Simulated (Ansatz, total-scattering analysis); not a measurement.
## From S(Q) to neighbour shells

The sample: B2O3 (B 40.0, O 60.0 atom %) at 1720 K, fixed volume (mean pressure -2.1 GPa), ρ₀ = 0.0670 Å⁻³. The data come from ab initio molecular dynamics with Ansatz (PBE, plane waves, PAW set soft_1, Nose-Hoover chain, no spin, fixed volume). The average runs over 0.61 ps of 70 atoms, so shells between rare elements are rough. Mean temperature 1675 K, largest m.s.d. 1.26 Å², energy drift +20 meV an atom (last third less first, no steady trend); the first quarter of the run is discarded. Preparation: last frame of a classical run of this cell, a melt at this density, then 0.3 ps at 1720 K with a cheaper basis and a friction of 10 ps⁻¹ (mean temperature of the first stage 1741 K), too short to forget the start in full. So short a stretch relaxes bonds and nearest shells but still remembers its start. It is a melt by its history, in a run too short to show flow.

The totals are in Faber–Ziman form. Below 4 Å⁻¹ the partials are summed on the cell's own reciprocal vectors (from 0.62 Å⁻¹) and folded with a Gaussian of σ = 0.14 Å⁻¹; above it they are transforms of g(r) out to 6.9 Å, tapered over the last 40 %. The fold lowers sharp peaks, and with so few vectors their positions are good to about 0.1 Å⁻¹. X-rays take neutral-atom form factors, neutrons coherent lengths (B 6.65, O 5.8037 fm). Boron is taken as ¹¹B. G(r) = 4πrρ₀[g(r) − 1] carries the resolution of a Lorch-windowed transform up to 20 Å⁻¹. The patterns are simulated, not measured. The cell is small: beyond half the box only the part of each shell inside it is counted, and low-Q values rest on few vectors.

```
Q (Å⁻¹)  X-ray  neutron
    0.6   0.45     0.52
    0.9   0.96     1.08
    1.2   1.08     1.25
    1.5   1.34     1.53
    1.8   0.86     1.03
    2.1   0.92     1.15
    2.4   0.77     0.95
    2.7   0.76     0.72
    3.0   1.00     0.69
    3.3   1.01     0.70
    3.6   0.84     0.68
    3.9   0.76     0.70
    4.2   0.72     0.72
    4.5   0.77     0.81
    4.8   0.87     0.96
    5.1   1.07     1.17
    5.4   1.33     1.39
    5.7   1.48     1.48
    6.0   1.40     1.38
    6.3   1.17     1.15
    6.6   0.95     0.94
    6.9   0.83     0.83
    7.2   0.79     0.81
    7.5   0.80     0.81
    7.8   0.83     0.83
    8.1   0.90     0.87
    8.4   0.97     0.93
    8.7   1.02     0.99
    9.0   1.03     1.02
    9.3   1.02     1.03
    9.6   1.02     1.05
    9.9   1.05     1.08
   10.2   1.09     1.12
   10.5   1.12     1.13
   10.8   1.11     1.11
   11.1   1.06     1.05
   11.4   1.00     0.98
   11.7   0.94     0.93
   12.0   0.91     0.90
```

G(r):

```csv
r (Å),X-ray,neutron
1.0,-1.02,-0.89
1.1,-0.99,-0.78
1.2,0.28,0.72
1.3,2.36,3.18
1.4,3.27,4.29
1.5,2.02,2.85
1.6,-0.17,0.31
1.7,-1.48,-1.20
1.8,-1.63,-1.48
1.9,-1.49,-1.54
2.0,-1.38,-1.61
2.1,-1.00,-1.40
2.2,0.00,-0.69
2.3,1.32,0.31
2.4,2.09,1.05
2.5,1.75,1.09
2.6,0.62,0.44
2.7,-0.41,-0.32
2.8,-0.94,-0.83
2.9,-1.14,-1.02
3.0,-1.09,-0.94
3.1,-0.89,-0.69
3.2,-0.65,-0.44
3.3,-0.47,-0.24
3.4,-0.30,-0.04
3.5,-0.07,0.21
3.6,0.13,0.41
3.7,0.17,0.41
3.8,-0.02,0.15
3.9,-0.27,-0.18
4.0,-0.36,-0.35
4.1,-0.27,-0.33
4.2,-0.06,-0.20
4.3,0.18,-0.04
4.4,0.35,0.07
4.5,0.44,0.11
4.6,0.42,0.09
4.7,0.31,0.03
4.8,0.15,-0.04
4.9,-0.01,-0.08
5.0,-0.12,-0.08
5.1,-0.18,-0.07
5.2,-0.17,-0.04
5.3,-0.12,0.03
5.4,-0.04,0.10
5.5,0.02,0.16
5.6,0.06,0.19
5.7,0.11,0.23
5.8,0.17,0.29
5.9,0.23,0.34
6.0,0.27,0.36
```

Q: Assign the low-r maxima. Which coordination numbers can be read off, and what are they?

Each pair enters with the weight ci cj fi fj (2 − δij)/⟨f⟩², taking f = Z for X-rays at Q = 0: O–O 0.50 / 0.32; B–O 0.42 / 0.49; B–B 0.09 / 0.19 (X-ray / neutron).

| radiation | maximum (Å) | G (Å⁻²) | pairs that make it (share of the curvature of G, each pair at the same resolution) |
| --- | --- | --- | --- |
| X-ray | 1.39 | 3.33 | B–O 100 % |
| X-ray | 2.42 | 2.13 | O–O 99 % |
| X-ray | 3.66 | 0.18 | B–O 87 % |
| X-ray | 4.54 | 0.45 | O–O 98 % |
| neutron | 1.39 | 4.35 | B–O 100 % |
| neutron | 2.45 | 1.18 | O–O 86 %, B–B 14 % |
| neutron | 3.65 | 0.45 | B–O 86 % |

The first neutron peak is mostly one pair, so its area estimates the neighbours: ∫ r [G + 4πρ₀r] dr from 0.93 to 1.78 Å is 2.46, and times c(O)/weight = 0.600/0.491 gives 3.0 O around each B; the count from the coordinates is 3.00.

From the coordinates:

| pair | first peak (Å) | g there | first minimum (Å) | g there | neighbours |
| --- | --- | --- | --- | --- | --- |
| B–O | 1.38 | 15.9 | 1.78 | 0.04 | 3.0 O per B, 2.0 B per O |
| O–O | 2.40 | 4.5 | 2.88 | 0.41 | 4.4 |
| B–B | 2.57 | 3.9 | 3.10 | 0.26 | 3.2 |

Bonded neighbours (only these pairs count: cutoffs B–O 1.78 Å): B: 3 100 %; O: 2 100 %. Bridging oxygens per network former of four or fewer bonds: B: Q3 100 %. Oxygen by network formers bound (Si, B, P, Ge and Al count): two 100 %. O–B–O peak at 118° and B–O–B peak at 140°. These counts come from 15 frames.

Unlike atoms are nearest: the pair functions peak at 1.38 Å (B–O) and 2.40 Å (O–O). The ratio of these peaks, 1.74 (±0.04), compares with 1.73 for a triangle, 1.63 for a tetrahedron and 1.41 for an octahedron, and B has 3.0 anions. The weights that differ most between the probes (X-ray, neutron): O–O 0.50 and 0.32, B–B 0.09 and 0.19 and B–O 0.42 and 0.49.

[Logs are printed without paths, hosts, clocks, repeated set-up lines and the standing remarks that a program may print on its own settings, such as how far it seeks lower states.]
